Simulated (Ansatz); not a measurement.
# V_O in MgO (Fm-3m): charge-transition levels and formation energies

Aim: at which Fermi levels does V_O in MgO (Fm-3m) change its charge? The model is a cell of 32 host atoms with 1 O taken out.

Main program and level: Ansatz 0.2.0; place-levels on PBEsol runs: charge-transition levels and formation energies with image-charge correction and potential alignment at the atomic sites; PAW set soft_1.

**What experiment says.**

“Electronic structure of alkaline earth and post-transition metal oxides” (2009, arxiv:0908.1581) quotes from earlier work for MgO, rocksalt (bulk crystal): band gap (literature experimental gap) 7.83 eV [Literature value based on experiment; other listed experimental values range from 7.7 to …].

Report form: the programs' logs are mostly left out.

**1. The structure**

The cell holds 31 atoms: 16 Mg and 15 O. Its edges and angles: a = 7.300 Å, b = 7.300 Å, c = 7.300 Å, α = 109.5°, β = 109.5°, γ = 109.5°. It derives from MgO (space group Fm-3m). Nearest the centre at fractional (0.500, 0.500, 0.500): Mg7 at 2.11 Å, Mg6 at 2.11 Å, Mg12 at 2.11 Å, Mg10 at 2.11 Å, Mg16 at 2.11 Å, Mg15 at 2.11 Å, O30 at 2.98 Å, O31 at 2.98 Å.

Screening for the image-charge correction: ε∞ = 3.24, ε0 = 10.37, from a response run on this crystal (DFPT, PBEsol) at that run's own cell.

The cell's shortest repeat is 7.3 Å.

**2. What was run first**

A transition level is the Fermi level at which two charge states cost the same, so each charge needs its own total energy, at its own relaxed structure.

Random displacements of about 0.04 Å break the site symmetry at the start, so that the relaxation can reach a distorted minimum if there is one. Forces are taken at one point at (¼, ¼, ¼). The cell holds 1 electron fewer than the neutral one, with a uniform background that keeps it neutral on the whole. The electron count is odd, so at least one spin is unpaired; this run locks the moment at 1 μB.

One of the inputs; charge, spin and start change from state to state.

qp1_M1.relax/input.yaml

```yaml
crystal:
  lattice:
    - [-4.21486569, 4.21486569, 4.21486569]
    - [4.21486569, -4.21486569, 4.21486569]
    - [4.21486569, 4.21486569, -4.21486569]
  atoms:
    - { symbol: Mg, position: [0.0, 0.0, 0.0] }
    - { symbol: Mg, position: [0.0, 0.25, 0.75] }
    - { symbol: Mg, position: [0.0, 0.5, 0.5] }
    - { symbol: Mg, position: [0.0, 0.75, 0.25] }
    - { symbol: Mg, position: [0.25, 0.0, 0.75] }
    - { symbol: Mg, position: [0.25, 0.25, 0.5] }
    - { symbol: Mg, position: [0.25, 0.5, 0.25] }
    - { symbol: Mg, position: [0.25, 0.75, 0.0] }
[... 20 atom lines left out ...]
    - { symbol: O, position: [0.75, 0.0, 0.75] }
    - { symbol: O, position: [0.75, 0.25, 0.5] }
    - { symbol: O, position: [0.75, 0.5, 0.25] }
    - { symbol: O, position: [0.75, 0.75, 0.0] }
  supercell: [1, 1, 1]
  defects: [{ vacancy: 26 }]
total_charge: 1
basis:
  ecutwfc: 420
  xc_grid: 2
hamiltonian:
  xc: pbesol
  pseudopotentials: { kind: paw, azcp: { folder: soft_1 }, xc_functional: pbe }
kpoints:
  mp_grid: { grid: [1, 1, 1], shift: [0.25, 0.25, 0.25] }
magnetization:
  spin_polarized: true
  initial_magnetization: 1
  spin_locking: { lock_magnetization: hard }
scf:
  occupations: { method: fixed }
  max_iter: 100
output:
  forces: true
  charged_corrections:
    epsilon: 3.24
    static_epsilon: 10.37
    defect_position: [0.5, 0.5, 0.5]
relax:
  f_tol: 0.02
  max_steps: 60
  random_displacement: { amplitude: 0.04, seed: 9453 }
checkpoint:
  write: "../qp1_M1.relax.run"
  compress: false
  write_wavefunctions: true
  write_every: 100000
```

The run is started by

```
> ansatz run input.yaml --threads 8 --pin off --max-ram 18841MiB --backend cpu --events-out ev --progress --plain --runs-dir out
```

Defect states can disperse in a cell of this size, so the energy is taken again at a 2×2×2 shifted mesh, on the relaxed structure.

The run of this state that the levels use, under PBEsol:

qp1_M1.mesh/input.yaml

```yaml
crystal:
  checkpoint: "../qp1_M1.relax.run"
  host: checkpoint
total_charge: 1
basis:
  ecutwfc: 420
  xc_grid: 2
hamiltonian:
  xc: pbesol
  pseudopotentials: { kind: paw, azcp: { folder: soft_1 }, xc_functional: pbe }
kpoints:
  mp_grid: { grid: [2, 2, 2], shift: [0.5, 0.5, 0.5] }
magnetization:
  spin_polarized: true
  initial_magnetization: 1
  spin_locking: { lock_magnetization: hard }
scf:
  occupations: { method: fixed }
  max_iter: 100
output:
  forces: true
  charged_corrections:
    epsilon: 3.24
    static_epsilon: 10.37
    defect_position: [0.5, 0.5, 0.5]
  eigenvalues: true
checkpoint:
  read: "../qp1_M1.relax.run"
  write: "../qp1_M1.mesh.run"
  compress: false
  write_wavefunctions: false
  write_every: 100000
```

Relaxations under PBEsol at one point at (¼, ¼, ¼); times on 8 threads of Arm Neoverse V2, shared host:

```tsv
charge	moment (μB)	occupations	outcome	steps	largest displacement against the far atoms (Å)	time
0	0	fixed	converged	4	0.01	3.4 s
+1	1	fixed	converged	5	0.09	7.3 s
```

Single points under PBEsol at a 2×2×2 shifted mesh; times on 8 threads of Arm Neoverse V2, shared host:

```tsv
charge	moment (μB)	occupations	outcome	time
0	0	fixed	converged	3.8 s
+1	1	fixed	converged	7.9 s
```

Distances (Å) from the ideal centre to the nearest atoms after relaxation with PBEsol:

```tsv
charge	moment (μB)	1.	2.	3.	4.	5.	6.
0	0	Mg 2.11	Mg 2.11	Mg 2.11	Mg 2.12	Mg 2.12	Mg 2.12
+1	1	Mg 2.18	Mg 2.19	Mg 2.19	Mg 2.20	Mg 2.20	Mg 2.20
```

**3. Placing the levels, PBEsol, the zone centre alone**

The energy is taken again at the zone centre alone, on the same structure.

qp1_M1.gamma/input.yaml, as its differences from qp1_M1.mesh/input.yaml of step 2:

```diff
@@ -11,3 +11,3 @@
 kpoints:
-  mp_grid: { grid: [2, 2, 2], shift: [0.5, 0.5, 0.5] }
+  mp_grid: { grid: [1, 1, 1] }
 magnetization:
@@ -28,3 +28,3 @@
   read: "../qp1_M1.relax.run"
-  write: "../qp1_M1.mesh.run"
+  write: "../qp1_M1.gamma.run"
   compress: false
```

It took 1.6 s on 8 threads of Arm Neoverse V2, shared host; peak memory 0.56 GiB; 9.8 s of CPU time.

levels.gamma.yaml

```yaml
host:
  run: host.gamma.run
  levels_from: { run: edges.gamma.run }
states: [q0.gamma.run, qp1_M1.gamma.run]
geometry_from:
  q0.gamma.run: q0.relax.run
  qp1_M1.gamma.run: qp1_M1.relax.run
chemical_potentials:
  O:
    energy: -558.291301
    dataset: <sha256 of the dataset>
```

The run is started by

```
> ansatz place-levels levels.gamma.yaml -- --threads 8 --pin off --max-ram 18841MiB
```

Run time: 0.1 s. Hardware: 8 threads.

Under PBEsol the gap is 4.62 eV, (+1/0) 2.08 eV.

**4. Placing the levels, PBEsol, one point at (¼, ¼, ¼)**

The energy is taken again at one point at (¼, ¼, ¼), on the same structure.

qp1_M1.quarter/input.yaml, as its differences from qp1_M1.gamma/input.yaml of step 3:

```diff
@@ -11,3 +11,3 @@
 kpoints:
-  mp_grid: { grid: [1, 1, 1] }
+  mp_grid: { grid: [1, 1, 1], shift: [0.25, 0.25, 0.25] }
 magnetization:
@@ -26,5 +26,11 @@
   eigenvalues: true
+  eigenstates: { localisation: true }
+  populations: true
+  efg: {}
+  write_density: true
+  write_potential: true
+  volumetric_format: npy
 checkpoint:
   read: "../qp1_M1.relax.run"
-  write: "../qp1_M1.gamma.run"
+  write: "../qp1_M1.quarter.run"
   compress: false
```

Elapsed: 3.2 s, on 8 threads; peak memory 0.75 GiB; 21 s of CPU time.

levels.quarter.yaml

```yaml
host:
  run: host.quarter.run
  levels_from: { run: edges.quarter.run }
states: [q0.quarter.run, qp1_M1.quarter.run]
geometry_from:
  q0.quarter.run: q0.relax.run
  qp1_M1.quarter.run: qp1_M1.relax.run
chemical_potentials:
  O:
    energy: -558.291301
    dataset: <sha256 of the dataset>
```

The run is started by

```
> ansatz place-levels levels.quarter.yaml -- --threads 8 --pin off --max-ram 18841MiB
```

It took 0.11 s on 8 threads.

Under PBEsol the gap is 4.62 eV, (+1/0) 2.57 eV; the stage before (PBEsol, at other k-points) gave a gap of 4.62 eV and levels within 0.49 eV of these.

**5. Placing the levels, PBEsol, a 2×2×2 shifted mesh**

A charged cell interacts with its images and the background, and its potential has another zero than the host's. place-levels removes the first by a point-charge model, screened by the static dielectric constant since the ions have relaxed around the charge, and the second by comparing potentials at atoms far from the defect.

The host is a run of the defect-free crystal in the same cutoffs, grids and k-points, so that basis and sampling errors cancel in part in the differences. Its band edges come from a run of the primitive cell that searches the zone for them. Chemical potentials are energies per atom of O (O2 molecule), run with the same functional and cutoff.

levels.mesh.yaml

```yaml
host:
  run: host.mesh.run
  levels_from: { run: edges.mesh.run }
states: [q0.mesh.run, qp1_M1.mesh.run]
geometry_from:
  q0.mesh.run: q0.relax.run
  qp1_M1.mesh.run: qp1_M1.relax.run
chemical_potentials:
  O:
    energy: -558.291301
    dataset: <sha256 of the dataset>
```

The run is started by

```
> ansatz place-levels levels.mesh.yaml -- --threads 8 --pin off --max-ram 18841MiB
```

Run time: 0.1 s. Hardware: 8 threads.

Under PBEsol the gap is 4.62 eV, (+1/0) 2.56 eV; the stage before (PBEsol, at other k-points) gave a gap of 4.62 eV and levels within 0.01 eV of these.

Levels between the charges placed, in eV above the valence top:

```tsv
	gap (eV)	(+1/0)
PBEsol	4.62	2.56
```

Corrections by state:

```tsv
charge	moment (μB)	image terms and alignment (eV)	band filling (eV)	ε used	over the lowest of its charge, as the program ranks them, band filling apart (eV)
+1	1.0	0.031	-	10.37	0.000
0	0.0	0.000	-	-	0.000
```

From the program's caveats on the states, each cut to its opening words:

- charge +1 (1 μB): how wide its charge is, is not read beside other atoms or cores, and a band state would take no correction
- charge +1 (1 μB): its alignment with the host at atomic sites is doubtful: the mean over the far sites moves by +0.2609 eV from their farther parts to their nearer, more than [...]

The host's formation energy from the elements is -2.764 eV per atom; it sets how far the chemical potentials can move.

Limit set by the element alone; other compounds of these elements are not counted. Chemical potentials from the elements' reference states: Mg 0.00 eV, O -5.53 eV. Formation energy by charge state (Mg-rich; gap 4.62 eV):

```tsv
charge	at valence top (eV)	at conduction bottom (eV)	correction included (eV)
+1	-1.30	3.32	0.03
0	1.26	1.26	0.00
```

(Fermi level (eV), lowest formation energy (eV)): (0.00, -1.30), (0.42, -0.88), (0.84, -0.46), (1.26, -0.04), (1.68, 0.38), (2.10, 0.80), (2.52, 1.22), (2.94, 1.26), (3.36, 1.26), (3.78, 1.26), (4.20, 1.26), (4.62, 1.26)

Limit set by the element alone; other compounds of these elements are not counted. Chemical potentials from the elements' reference states: O 0.00 eV, Mg -5.53 eV. Formation energies (O-rich), with the Fermi level at the valence top and at the conduction bottom (gap 4.62 eV):

```tsv
charge	at valence top (eV)	at conduction bottom (eV)	correction included (eV)
+1	4.23	8.85	0.03
0	6.79	6.79	0.00
```

Fermi level (eV), lowest formation energy (eV) and a bar from the least value:
```
     0.00       4.23 
     0.42       4.65 #####
     0.84       5.07 ##########
     1.26       5.49 ###############
     1.68       5.91 ####################
     2.10       6.33 #########################
     2.52       6.75 ##############################
     2.94       6.79 ##############################
     3.36       6.79 ##############################
     3.78       6.79 ##############################
     4.20       6.79 ##############################
     4.62       6.79 ##############################
```

**6. Cost and result**

Levels between neighbouring charges, in eV above each run's own valence top:

```tsv
	gap (eV)	(+1/0)	CPU time a state at this stage (restarts are quicker than cold starts)
PBEsol, zone centre alone	4.62	2.08	7.2 s
PBEsol, (¼, ¼, ¼)	4.62	2.57	13 s
PBEsol, 2×2×2 shifted mesh	4.62	2.56	44 s
```

**7. What came out**

```yaml
gap_of_the_host: 4.62 eV (PBEsol)
level_plus_1_over_0: 2.56 eV above the valence top
lowest_of_the_charges_placed_just_above_the_valence_top_0p02_ev: +1
lowest_of_the_charges_placed_just_below_the_conduction_bottom_0p02_ev: 0
lowest_formation_energy_at_mid_gap_of_the_charges_run_mg_rich: 1.01 eV
lowest_formation_energy_at_mid_gap_of_the_charges_run_o_rich: 6.54 eV
```

**Reading.** Of the charges placed (0 and +1), the lowest changes at 2.56 eV (+1/0) above the valence top, in a gap of 4.62 eV. Charges above +1 and below 0 were not placed, so these runs say nothing of levels that involve them. States placed: +1 at 1 μB; 0 at 0 μB. Other spin states or structures, where not listed, weren't placed. Under PBEsol, the change of sampling (the zone centre alone against a 2×2×2 shifted mesh) moves a level by 0.48 eV, which is the scale of doubt on levels at the coarser sampling. Under PBEsol, the change of sampling (the zone centre alone against one point at (¼, ¼, ¼)) moves a level by 0.49 eV, which is the scale of doubt on levels at the coarser sampling. Levels were also placed, and are left out here, under HSE06 at 1x1x1 Gamma-centred, since its band edges were read on a mesh that can miss them; HSE06 at 1x1x1 shifted 0.25 0.25 0.25, since its band edges were read on a mesh that can miss them. The program doubts the alignment of potentials for at least one state, a sign that the cell is small. What this leaves open: the images are only 7.3 Å apart; PBEsol makes the gap too small and tends to spread out bound carriers; where a gas molecule sets a chemical potential or the host's formation energy, its binding is uncorrected.

Computed beside measured:

```
                             quantity  measured           PBEsol
band gap (least gap of the host) (eV)      7.83  4.62 (-3.21 eV)
```

Measured values from arxiv:0908.1581 (2009).

Verdict: The band gap is off by -3.21 eV: a clear miss. Local and semilocal functionals usually give gaps below the measured ones. Zero-point and thermal motion shift the measured gap.

[Logs are printed without paths, hosts, clocks, repeated set-up lines and the standing remarks that a program may print on its own settings, such as how far it seeks lower states.]

[Hosts, paths, dates, database ids (printed as entryN), source tags and the programs' standing remarks are cut or masked in the printed files.]

[Where a table of states has a column of steps, it counts the stored structures, which are thinned; the runs took as many ionic steps or more.]

[A defect's name tells the site on which it was built; relaxed atoms can leave that site.]

[For some hosts the program warned that the k-mesh of the response run may be too coarse for force constants and the static dielectric constant; such warnings are not shown here.]
